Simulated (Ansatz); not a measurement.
# What AgGeF3 (model cell, started as cubic perovskite with Ge in the octahedra) distorts into

Wanted: the energy along a soft mode of AgGeF3 (model cell, started as cubic perovskite with Ge in the octahedra) and the structure at the end.

Main program and level: Ansatz 0.2.0; DFT PBEsol, scalar-relativistic, plane waves, PAW; PAW set soft_1.

The structure was built from a prototype and need not be the compound's stable phase.

### Step 1. The starting structure

The structure is cubic, space group Pm-3m (No. 221). Conventional cell: a = 4.264 Å, b = 4.264 Å, c = 4.264 Å, α = 90.00°, β = 90.00°, γ = 90.00°. Nearest to Ag lie 12 F at 3.02 Å. Nearest to Ge lie 6 F at 2.13 Å. Nearest to F lie 2 Ge at 2.13 Å. Farther neighbours and most contacts between anions are not listed.

Coordinates:

```cif
data_structure
_symmetry_space_group_name_H-M 'P 1'
_symmetry_Int_Tables_number 1
_cell_length_a 4.2640
_cell_length_b 4.2640
_cell_length_c 4.2640
_cell_angle_alpha 90.000
_cell_angle_beta 90.000
_cell_angle_gamma 90.000
_cell_volume 77.53
loop_
_atom_site_label
_atom_site_type_symbol
_atom_site_fract_x
_atom_site_fract_y
_atom_site_fract_z
_atom_site_occupancy
Ag1 Ag 0.00000 0.00000 0.00000 1
Ge2 Ge 0.50000 0.50000 0.50000 1
F3 F 0.50000 0.50000 0.00000 1
F4 F 0.50000 0.00000 0.50000 1
F5 F 0.00000 0.50000 0.50000 1
```

### Step 2. Phonons on a q mesh

The cell comes from relaxations at this level that are not shown. Stability and thermal properties need the whole zone. Linear response on a 4×4×4 q mesh gives force constants as far as a supercell of that size would.

Contents of input.yaml:

```yaml
crystal:
  lattice:
    - [4.2639971677, 0.0, 0.0]
    - [0.0, 4.2639971677, 0.0]
    - [0.0, 0.0, 4.2639971677]
  atoms:
    - { symbol: Ag, position: [0.0, 0.0, 0.0] }
    - { symbol: Ge, position: [0.5, 0.5, 0.5] }
    - { symbol: F, position: [0.5, 0.5, 0.0] }
    - { symbol: F, position: [0.5, 0.0, 0.5] }
    - { symbol: F, position: [0.0, 0.5, 0.5] }
kpoints:
  mp_grid: { grid: [8, 8, 8] }
hamiltonian:
  xc: pbesol
  pseudopotentials: { kind: paw, azcp: { folder: soft_1 }, xc_functional: pbe }
scf:
  occupations: { method: methfessel_paxton, width: 0.2 }
output:
  eigenvalues: true
phonons:
  method: dfpt
  qmesh: [4, 4, 4]
  temperatures: { t_max: 1000, t_step: 50 }
  qpath:
    path:
      - [[0.0, 0.0, 0.0], [0.0, 0.5, 0.0], [0.5, 0.5, 0.0], [0.0, 0.0, 0.0], [0.5, 0.5, 0.5], [0.0, 0.5, 0.0]]
      - [[0.5, 0.5, 0.5], [0.5, 0.5, 0.0]]
    npoints: 10
```

Run with:

```console
$ ansatz run input.yaml --threads 4 --pin off --max-ram 16384MiB --backend cpu --events-out ev --progress --plain --runs-dir out
```

Numbers of over 12 decimals in the logs are rounded to 6 here.

The program printed:

```text
Engine: ansatz 0.2.0, aarch64-unknown-linux-gnu
Pseudopotentials: kind: paw
Pseudopotential: Ag, paw, valence charge 19, recommended cutoff 420 eV (normal), soft_1/Ag.paw.azcp
Pseudopotential: Ge, paw, valence charge 14, recommended cutoff 420 eV (normal), soft_1/Ge.paw.azcp
Pseudopotential: F, paw, valence charge 7, recommended cutoff 420 eV (normal), soft_1/F.paw.azcp
Functional definition: PBEsol
  exchange = pbesol_x
  correlation = pbesol_c
Crystal: 5 atoms, lattice volume = 77.527 Å³
Basis set: ecut = 420 eV, 1503 PW (Γ), exchange–correlation on 60×60×60 points (8 copies of the dense FFT grid, shifted against one another)
Bands: 33, of which v1, the nominal top of the filled ones, is band 27 counted from 1 (26 counted from 0)
Symmetry: 48 space group operations
k-points: 35 of 512
Non-local potential: Ag, projectors of the file, l = 0: 3, l = 1: 2, l = 2: 2, l = 3: 1
Non-local potential: Ge, projectors of the file, l = 0: 2, l = 1: 2, l = 2: 3, l = 3: 1
Non-local potential: F, projectors of the file, l = 0: 2, l = 1: 2, l = 2: 1
PAW form: soft (Blöchl's): semilocal exchange-correlation on the pseudo side does not see the compensation charge
PAW frozen core: Ag, regenerated for the run's functional, and the local potential with it (the file was generated under x = pbe(κ = 0.804, μ = 0.219515), c = pbe(β = 0.066725))
PAW frozen core: Ge, regenerated for the run's functional, and the local potential with it (the file was generated under x = pbe(κ = 0.804, μ = 0.219515), c = pbe(β = 0.066725))
PAW frozen core: F, regenerated for the run's functional, and the local potential with it (the file was generated under x = pbe(κ = 0.804, μ = 0.219515), c = pbe(β = 0.066725))
PAW one-centre angular grid: Ag, 590 points (default); XC on 64 Gauss nodes
PAW one-centre angular grid: Ge, 590 points (default); XC on 64 Gauss nodes
PAW one-centre angular grid: F, 110 points (default); XC on 64 Gauss nodes
Initial density: superposition of atomic densities (chi_scale 0.1, normalization cell, long waves kept (reshape's long-wave potential 0.10 eV rms))
Initial wavefunctions: pseudopotential atomic-orbital guess
Functional: x = pbesol(κ = 0.804, μ = 0.123457), c = pbesol(β = 0.046)
SCF iter   1: F=—  HF=-14184.083028 eV  |F-HF|=—  |Δ(HF+E_count)|=         —  Δρ=2.14e-1  dr2=3.44e1  ethr=3.10e-3  ⟨swp⟩=5.1  Hψ=4193  notcnv=0
preconditioner: auto → LDOS  [metal: Δε(μ)=0.026 eV  Ē_g=17.234 eV  σ=0.200 eV  W_gap=0.11  n_scr=26 (ndim 8)  ℏωp=28.6 eV  f_vac=0.037  D(μ)=2.58/eV (n_scr^D=18)  β→1.0]
SCF iter   2: F=—  HF=-14177.868685 eV  |F-HF|=—  |Δ(HF+E_count)|=    6.21e0  S|Δr|=    0.00e0  Δρ=1.22e-1  dr2=6.55e0  ethr=3.10e-3  ⟨swp⟩=3.5  Hψ=2948  notcnv=0  defer=42
SCF iter   3: F=—  HF=-14175.877873 eV  |F-HF|=—  |Δ(HF+E_count)|=    1.99e0  S|Δr|=    0.00e0  Δρ=3.52e-2  dr2=8.56e-1  ethr=3.10e-3  ⟨swp⟩=2.7  Hψ=2604  notcnv=0  defer=38
SCF iter   4: F=—  HF=-14175.633581 eV  |F-HF|=—  |Δ(HF+E_count)|=   2.44e-1  S|Δr|=    0.00e0  Δρ=1.49e-2  dr2=1.10e-1  ethr=1.59e-3  ⟨swp⟩=2.2  Hψ=2523  notcnv=0  defer=40
SCF iter   5: F=—  HF=-14175.623871 eV  |F-HF|=—  |Δ(HF+E_count)|=   9.71e-3  S|Δr|=    0.00e0  Δρ=4.75e-3  dr2=1.30e-2  ethr=2.04e-4  ⟨swp⟩=2.1  Hψ=2320  notcnv=0  defer=40
SCF iter   6: F=—  HF=-14175.622963 eV  |F-HF|=—  |Δ(HF+E_count)|=   9.08e-4  S|Δr|=    0.00e0  Δρ=9.21e-4  dr2=5.74e-4  ethr=2.41e-5  ⟨swp⟩=2.0  Hψ=2030  notcnv=0  defer=40
SCF iter   7: F=—  HF=-14175.622875 eV  |F-HF|=—  |Δ(HF+E_count)|=   8.78e-5  S|Δr|=    0.00e0  Δρ=2.18e-4  dr2=2.85e-5  ethr=1.06e-6  ⟨swp⟩=2.1  Hψ=1855  notcnv=0  defer=40
SCF iter   8: F=—  HF=-14175.622834 eV  |F-HF|=—  |Δ(HF+E_count)|=   4.06e-5  S|Δr|=    0.00e0  Δρ=2.71e-5  dr2=6.86e-7  ethr=5.28e-8  ⟨swp⟩=2.0  Hψ=1874  notcnv=0  defer=40
SCF iter   9: F=—  HF=-14175.622847 eV  |F-HF|=—  |Δ(HF+E_count)|=   1.27e-5  S|Δr|=    0.00e0  Δρ=2.25e-6  dr2=2.26e-9  ethr=1.27e-9  ⟨swp⟩=2.3  Hψ=1834  notcnv=0  defer=40
SCF iter  10: F=—  HF=-14175.622847 eV  |F-HF|=—  |Δ(HF+E_count)|=   1.49e-9  S|Δr|=    0.00e0  Δρ=3.37e-7  dr2=6.96e-11  ethr=4.18e-12  ⟨swp⟩=2.0  Hψ=2054  notcnv=0  defer=40
SCF iter  11: F=-14175.622847 eV  HF=-14175.622847 eV  |F-HF|=3.64e-12  |Δ(HF+E_count)|=  3.64e-12  S|Δr|=    0.00e0  Δρ=3.41e-8  dr2=8.45e-13  ethr=1.00e-12  ⟨swp⟩=11.5  Hψ=5799  notcnv=0
SCF 1 converged in 11 iterations: F = -14175.622847 eV  dr2 = 8.45e-13
  greatest PAW one-centre occupation: 1.000 electrons in one spin orbital (limit 2), on the Ag atom at site 0 (counted from 0), in its partial waves of l = 0
Initial density: read from a saved state, or passed on in memory by an earlier SCF of this step, an earlier step, the calling program or the single point that the run made first
iter 1 solved again at ethr=9.70e-8 eV; its pass at ethr=3.10e-3 eV (dr2=5.24e-5 eV) is discarded
SCF iter   1: F=—  HF=-14175.622850 eV  |F-HF|=—  |Δ(HF+E_count)|=         —  Δρ=2.96e-7  dr2=1.98e-11  ethr=9.70e-8  ⟨swp⟩=3.0  Hψ=6949  notcnv=0
eigensolver tolerance schedule: the retry pair's looser diagonalisation over-reported the residual by 2639542.66 of it (diagonalisation noise at an unbounded share of the residual, at the tolerance the schedule requests for it); recorded, not acted on — ethr = c·dr2/N_el stays at c = 1.0e-1
preconditioner: auto → Kerker (q_TF=auto, 2.569 Å⁻¹)  [metal: Δε(μ)=0.091 eV  Ē_g=16.472 eV  σ=0.200 eV  W_gap=0.38  n_scr=26 (ndim 8)  ℏωp=28.6 eV  f_vac=0.059  D(μ)=0.42/eV (n_scr^D=0)]
SCF iter   2: F=—  HF=-14175.622847 eV  |F-HF|=—  |Δ(HF+E_count)|=   2.44e-6  S|Δr|=    0.00e0  Δρ=1.60e-7  dr2=8.04e-12  ethr=1.00e-12  ⟨swp⟩=3.9  Hψ=5322  notcnv=0
SCF iter   3: F=-14175.622847 eV  HF=-14175.622847 eV  |F-HF|=7.28e-12  |Δ(HF+E_count)|=  3.64e-12  S|Δr|=    0.00e0  Δρ=9.24e-8  dr2=2.16e-12  ethr=1.00e-12  ⟨swp⟩=1.0  Hψ=2450  notcnv=0
SCF 2 converged in 3 iterations: F = -14175.622847 eV  dr2 = 2.16e-12
phonons: the bands overlap, so this run is a metal and interpolates without the dipole-dipole term. If the crystal is really an insulator or semiconductor, its LO-TO splitting is missing
NSCF: frozen V_eff on 35 k-points
NSCF: frozen V_eff on 125 k-points
DFPT response loops at q = (0, 0, 0) (fractional): preconditioner auto → Kerker (q_TF=auto, 2.569 Å⁻¹) (partly filled bands, converged f_vac=0.059); β = 1.00, the filter's whole step (`scf.mixing.beta` (0.50) is not read by the response loops under this deck's `scf.mixing.preconditioner`; to damp them name `kerker` or `kerker_dos`, under which they read `scf.mixing.beta`, and type it under 1.00, their step now; both keys bind the ground state too); Broyden in place of MSR1
NSCF: frozen V_eff on 400 k-points
DFPT response loops at q = (0, 0, 0.25) (fractional): mixed as the last ones told, above
NSCF: frozen V_eff on 250 k-points
DFPT response loops at q = (0, 0, -0.5) (fractional): mixed as the last ones told, above
NSCF: frozen V_eff on 640 k-points
DFPT response loops at q = (0, 0.25, 0.25) (fractional): mixed as the last ones told, above
NSCF: frozen V_eff on 400 k-points
DFPT response loops at q = (0, 0.25, -0.5) (fractional): mixed as the last ones told, above
NSCF: frozen V_eff on 250 k-points
DFPT response loops at q = (0, -0.5, -0.5) (fractional): mixed as the last ones told, above
NSCF: frozen V_eff on 1024 k-points
DFPT response loops at q = (0.25, 0.25, 0.25) (fractional): mixed as the last ones told, above
NSCF: frozen V_eff on 640 k-points
DFPT response loops at q = (0.25, 0.25, -0.5) (fractional): mixed as the last ones told, above
NSCF: frozen V_eff on 400 k-points
DFPT response loops at q = (0.25, -0.5, -0.5) (fractional): mixed as the last ones told, above
NSCF: frozen V_eff on 250 k-points
DFPT response loops at q = (-0.5, -0.5, -0.5) (fractional): mixed as the last ones told, above
SCF converged after 11 iterations
Stability not checked: this state was not tested for a lower state beside it, because cold or Methfessel-Paxton smearing, or corrected tetrahedra, fill the levels in a way that the test cannot read (fill_not_monotonic; see scf.lower_state_search)
Free energy (F): -14175.622847 eV
Harris-Foulkes:  -14175.622847 eV  (|F-HF|=3.64e-12)
Internal energy: -14175.625374 eV  (E = F + TS)
E sigma→0 (E₀):  -14175.623479 eV
Entropy (-TS):   0.002527 eV (0.505 meV/atom)
Fermi energy:    7.438253 eV
--- Per-component energies (eV) ---
  E_band       = -652.131879
  E_kinetic    = 1148.905615
  E_local      = -6587.722434  (includes V_loc(G=0)·N_el)
  E_nonlocal   = 512.688931
  E_hartree    = 2913.098541
  E_xc         = -453.201625
  E_vxc        = -554.424781  (∫ρ·V_xc dr)
  E_paw        = -6448.323877  (= ΣΔE_a)
  E_vpaw       = -997.778604  (= ΣTr[D̂ρ^β])
  E_aug_tail   = 0.002313  (compensation charges beyond the density's cutoff)
  E_ewald      = -5262.440842
  E_core_change = 1.368006  (= ΣΔE_core)
  E_smearing   = 0.002527  (= −TS)
  E_closure    = 0.000000  (closes the sum)
  Σ components = -14175.622847   (vs F -14175.622847, Δ=0.00e0)
--- Band table (eV; the first three rows and the last of 35) ---
  k-point 0: bands = [... 23 lower, 3.4660, 3.6188, 3.6188, 3.6188, 6.8526, 13.6854, 13.6854, 13.6854, ... 2 higher]
  k-point 1: bands = [... 23 lower, 3.5492, 3.6204, 3.6830, 3.6830, 7.0311, 13.1912, 13.7015, 13.7015, ... 2 higher]
  k-point 2: bands = [... 23 lower, 3.7107, 3.8206, 3.8206, 3.9772, 7.4865, 12.2265, 13.7589, 13.7589, ... 2 higher]
  k-point 34: bands = [... 23 lower, 3.5355, 3.7252, 3.7252, 8.4998, 8.5914, 10.4562, 10.4562, 10.4562, ... 2 higher]
--- Phonons (Γ-DFPT): 4 representative perturbations + reference (Σ response iterations 13) ---
  ASR residual: 2.046e-5 → 0.000e0 eV/Å²; symmetrization residual: 7.723e-6 eV/Å²
  ASR residual per site (eV/Å²): 2.87e-6 1.89e-6 2.05e-5 2.05e-5 2.05e-5
  Γ frequencies (cm⁻¹): -189.93 -189.93 -189.93 -79.26 -79.26 -79.26 -76.32 -76.32 -76.32 0.00 0.00 0.00 122.23 122.23 122.23
--- Phonons (arbitrary-q DFPT): 10 irreducible q on the 4×4×4 mesh ---
  q = [0.0000, 0.0000, 0.0000] (star 1, of the zone-centre solve; hermiticity 7.49e-6, symmetrization 2.58e-11): -189.93 -189.93 -189.93 -79.26 -79.26 -79.26 -76.32 -76.32 -76.32 -0.00 -0.00 0.00 122.23 122.23 122.23
  q = [0.0000, 0.0000, 0.2500] (star 6, 9 solved perturbations in 1560 linear systems a pass and spin channel, the states on 200 of 512 k-point pairs; hermiticity 1.68e-6, symmetrization 7.96e-12): -187.43 -187.43 -108.01 -76.47 -76.47 -73.83 -73.83 -71.03 19.30 19.30 22.70 114.42 114.42 162.11 226.79
  q = [0.0000, 0.0000, -0.5000] (star 3, 9 solved perturbations in 975 linear systems a pass and spin channel, the states on 125 of 512 k-point pairs; hermiticity 5.46e-7, symmetrization 2.80e-12): -185.51 -185.51 -105.06 -75.12 -75.12 -70.61 -70.61 -62.59 24.72 43.14 43.14 102.43 102.43 227.36 325.50
  q = [0.0000, 0.2500, 0.2500] (star 12, 9 solved perturbations in 2460 linear systems a pass and spin channel, the states on 320 of 512 k-point pairs; hermiticity 1.39e-6, symmetrization 5.58e-13): -184.20 -114.81 -106.87 -88.36 -74.08 -69.28 -53.56 -25.33 7.11 74.38 107.12 149.66 167.58 224.67 235.16
  q = [0.0000, 0.2500, -0.5000] (star 12, 15 solved perturbations on 200 of 512 k-point pairs; hermiticity 5.62e-7, symmetrization 8.79e-14): -181.47 -122.21 -94.88 -84.88 -69.99 -66.26 -39.99 -31.88 21.90 96.47 103.08 159.57 228.06 229.08 326.30
  q = [0.0000, -0.5000, -0.5000] (star 3, 9 solved perturbations in 975 linear systems a pass and spin channel, the states on 125 of 512 k-point pairs; hermiticity 1.33e-6, symmetrization 1.20e-12): -177.88 -134.56 -89.33 -89.33 -57.88 -57.88 -41.27 10.33 10.33 88.29 134.28 224.33 224.33 322.55 343.04
  q = [0.2500, 0.2500, 0.2500] (star 8, 4 solved perturbations in 1376 linear systems a pass and spin channel, the states on 512 of 512 k-point pairs; hermiticity 3.96e-7, symmetrization 1.40e-12): -116.50 -116.50 -110.86 -60.93 -60.93 -54.35 -28.44 82.88 82.88 148.62 164.60 164.60 222.54 222.54 250.99
  q = [0.2500, 0.2500, -0.5000] (star 12, 9 solved perturbations in 2460 linear systems a pass and spin channel, the states on 320 of 512 k-point pairs; hermiticity 4.05e-7, symmetrization 2.49e-12): -124.28 -120.76 -115.72 -61.84 -61.28 -45.79 72.11 96.06 114.44 159.36 161.94 220.01 225.24 245.47 331.26
  q = [0.2500, -0.5000, -0.5000] (star 6, 9 solved perturbations in 1560 linear systems a pass and spin channel, the states on 200 of 512 k-point pairs; hermiticity 1.46e-6, symmetrization 4.38e-13): -135.82 -123.67 -123.67 -62.52 -62.52 -53.66 108.82 108.82 136.72 156.95 219.69 219.69 226.07 322.09 327.36
  q = [-0.5000, -0.5000, -0.5000] (star 1, 4 solved perturbations in 350 linear systems a pass and spin channel, the states on 125 of 512 k-point pairs; hermiticity 6.60e-7, symmetrization 3.02e-12): -137.10 -137.10 -137.10 -62.38 -62.38 -62.38 139.50 139.50 139.50 213.48 213.48 213.48 216.16 321.26 321.26
  sum rule: each row above includes the acoustic sum rule's correction from the zone centre's row sums; it moved no ω² by more than (0.54 cm⁻¹)²
  mesh force constants: q→R imaginary residual 1.26e-18; ASR residual 2.046e-5 → 0.000e0 eV/Å²; symmetrization residual 2.220e-15 eV/Å²
  interpolated dispersion: 62 rows × 15 modes
  density of states and harmonic sums: on the 16×16×16 q-mesh, interpolated from the force constants of a 4×4×4 supercell (no non-analytic term)
  largest difference from the sums on the solved wave vectors: F 1.12e-2 eV, S 1.61e-5 and C_V 1.77e-5 eV/K
  zero-point energy: 0.076095 eV/cell   skipped modes (ω ≤ 0): 1211, of them read as no rigid motion or as one in doubt: 1208 (7.239e0 modes/cell left out, lowest -189.93 cm⁻¹)   left out of the sums: 4.83e-1 of the cell's modes: C_V's classical limit lies that fraction below 3 k_B per atom; for a crystal, a wire or a layer, F and S can be off by more, and a phonons.interpolated_qmesh denser along its periods is the remedy for the sampling
```

Elapsed: 16 min, on 4 threads of Arm Neoverse V2, shared host; peak memory 2.8 GiB; 64 min of CPU time.

The column dr2 measures how far the density is from self-consistency, as an energy; F and HF (Harris–Foulkes) agree once it is small.

This step gave:

| Item | Value |
| --- | --- |
| volume per atom | 15.51 Å³ |
| gap on the k-mesh | 0 eV |
| sum-rule residual before enforcement | 2.05e-5 eV/Å² |
| lowest frequency on the path | -189.9 cm⁻¹ |
| point group | m-3m |
| highest frequency on the path or at a solved wavevector | 344.4 cm⁻¹ |
| highest optical mode at the zone centre (no LO-TO term) | 122.2 cm⁻¹ |
| lowest optical zone-centre mode | -189.9 cm⁻¹ |
| lowest mode on the q mesh (acoustic modes at Γ apart) | -189.9 cm⁻¹ |

Frequencies (cm⁻¹) solved at each irreducible wavevector; negative means imaginary. Frequencies by wavevector, by row:

```csv
q in reciprocal lattice units,star,mode 1,mode 2,mode 3,mode 4,mode 13,mode 14,mode 15
0 0 0,1,-189.9,-189.9,-189.9,-79.3,122.2,122.2,122.2
0 0 0.25,6,-187.4,-187.4,-108,-76.5,114.4,162.1,226.8
0 0 -0.5,3,-185.5,-185.5,-105.1,-75.1,102.4,227.4,325.5
0 0.25 0.25,12,-184.2,-114.8,-106.9,-88.4,167.6,224.7,235.2
0 0.25 -0.5,12,-181.5,-122.2,-94.9,-84.9,228.1,229.1,326.3
0 -0.5 -0.5,3,-177.9,-134.6,-89.3,-89.3,224.3,322.6,343
0.25 0.25 0.25,8,-116.5,-116.5,-110.9,-60.9,222.5,222.5,251
0.25 0.25 -0.5,12,-124.3,-120.8,-115.7,-61.8,225.2,245.5,331.3
0.25 -0.5 -0.5,6,-135.8,-123.7,-123.7,-62.5,226.1,322.1,327.4
-0.5 -0.5 -0.5,1,-137.1,-137.1,-137.1,-62.4,216.2,321.3,321.3
```

Interpolated from a 4×4×4 q mesh. The phonon branches at the labelled points (cm⁻¹):

```csv
point,branch 1,branch 2,branch 3,branch 4,branch 12,branch 13,branch 14,branch 15
Γ,-190,-190,-190,-79,0,122,122,122
halfway,-187,-187,-108,-76,114,114,162,227
X,-186,-186,-105,-75,102,102,227,326
halfway,-182,-122,-95,-85,160,228,229,326
M,-178,-135,-89,-89,224,224,322,343
halfway,-184,-115,-107,-88,150,168,225,235
Γ,-190,-190,-190,-79,0,122,122,122
halfway,-116,-116,-111,-61,165,222,222,251
R,-137,-137,-137,-62,214,216,321,321
halfway,-124,-121,-116,-62,220,225,246,331
X,-186,-186,-105,-75,102,102,227,326
jump to R,-137,-137,-137,-62,214,216,321,321
halfway,-136,-124,-124,-62,220,226,322,327
M,-178,-135,-89,-89,224,224,322,343
```

Symmetry leaves 10 wavevectors to solve. The lowest mode among them, the acoustic zeros apart, lies at Γ and is imaginary, 189.9i cm⁻¹, so the energy falls along it.

### Step 3. The mode frozen in, largest atomic shift 0 Å

The mode followed lies at q = (0, 0, -0.5) with frequency 185.5i cm⁻¹ and is 2-fold degenerate, one of the unstable modes though not the softest. At small amplitude the distorted cell has space group no. 63 by a symmetry search on the positions. The undistorted cell that holds it gives the zero of energy on the same k mesh.

System of this step: AgGeF3 (model cell, started as cubic perovskite with Ge in the octahedra). The structure is cubic, space group Pm-3m (No. 221). The conventional cell has a = 4.264 Å, b = 4.264 Å, c = 4.264 Å, α = 90.00°, β = 90.00°, γ = 90.00°. Nearest to Ag lie 12 F at 3.02 Å. Nearest to Ge lie 6 F at 2.13 Å. Nearest to F lie 2 Ge at 2.13 Å. F has 2 Ge at 2.13 Å nearest. Farther neighbours and most contacts between anions are not listed.

Contents of input.yaml:

```yaml
crystal:
  lattice:
    - [4.2639971677, 0.0, 0.0]
    - [0.0, 4.2639971677, 0.0]
    - [0.0, 0.0, 8.5279943354]
  atoms:
    - { symbol: Ag, position: [0.0, 0.0, 0.0] }
    - { symbol: Ag, position: [0.0, 0.0, 0.5] }
    - { symbol: Ge, position: [0.5, 0.5, 0.25] }
    - { symbol: Ge, position: [0.5, 0.5, 0.75] }
    - { symbol: F, position: [0.5, 0.5, 0.0] }
    - { symbol: F, position: [0.5, 0.5, 0.5] }
    - { symbol: F, position: [0.5, 0.0, 0.25] }
    - { symbol: F, position: [0.5, 0.0, 0.75] }
    - { symbol: F, position: [0.0, 0.5, 0.25] }
    - { symbol: F, position: [0.0, 0.5, 0.75] }
kpoints:
  mp_grid: { grid: [8, 8, 4] }
hamiltonian:
  xc: pbesol
  pseudopotentials: { kind: paw, azcp: { folder: soft_1 }, xc_functional: pbe }
scf:
  occupations: { method: methfessel_paxton, width: 0.2 }
output:
  forces: true
  stress: true
  eigenvalues: true
```

The program printed:

```text
[...]
Crystal: 10 atoms, lattice volume = 155.053 Å³
Basis set: ecut = 420 eV, 3013 PW (Γ), exchange–correlation on 60×60×120 points (8 copies of the dense FFT grid, shifted against one another)
Bands: 65, of which v1, the nominal top of the filled ones, is band 54 counted from 1 (53 counted from 0)
Symmetry: 32 space group operations
[...]
k-points: 45 of 256
[...]
k-point 0: bands = [... 50 lower, 3.8890, 3.9895, 3.9895, 5.4374, 6.8526, 8.1119, 11.4480, 12.3989, ... 7 higher]
  k-point 1: bands = [... 50 lower, 3.8409, 3.9423, 3.9423, 4.9710, 7.0311, 7.9568, 11.5145, 13.1867, ... 7 higher]
  k-point 2: bands = [... 50 lower, 3.8206, 3.8206, 3.9771, 3.9771, 7.4865, 7.4865, 12.2265, 12.2265, ... 7 higher]
  k-point 44: bands = [... 50 lower, 3.8100, 3.8100, 7.6081, 7.6081, 8.7197, 8.7197, 10.3117, 10.3117, ... 7 higher]
[key lines of the parts left out:]
SCF converged after 9 iterations
Free energy (F): -28351.245694 eV
Fermi energy:    7.438259 eV
P = ⅓ Tr σ = 0.0089 GPa (0.089 kbar)
```

Run time: 6.5 s. Hardware: 4 threads; peak memory 0.66 GiB; 25 s of CPU time.

Numbers from this step:

```
pressure                         : 0.008918 GPa
energy from the undistorted cell : 0 meV/atom
```

The run ends at a pressure of 0.01 GPa.

[end of part 1 of 3]

[Logs are printed without paths, hosts, clocks, repeated set-up lines and the standing remarks that a program may print on its own settings, such as how far it seeks lower states.]

[Hosts, paths, dates, database ids (printed as entryN), source tags and the programs' standing remarks are cut or masked in the printed files.]
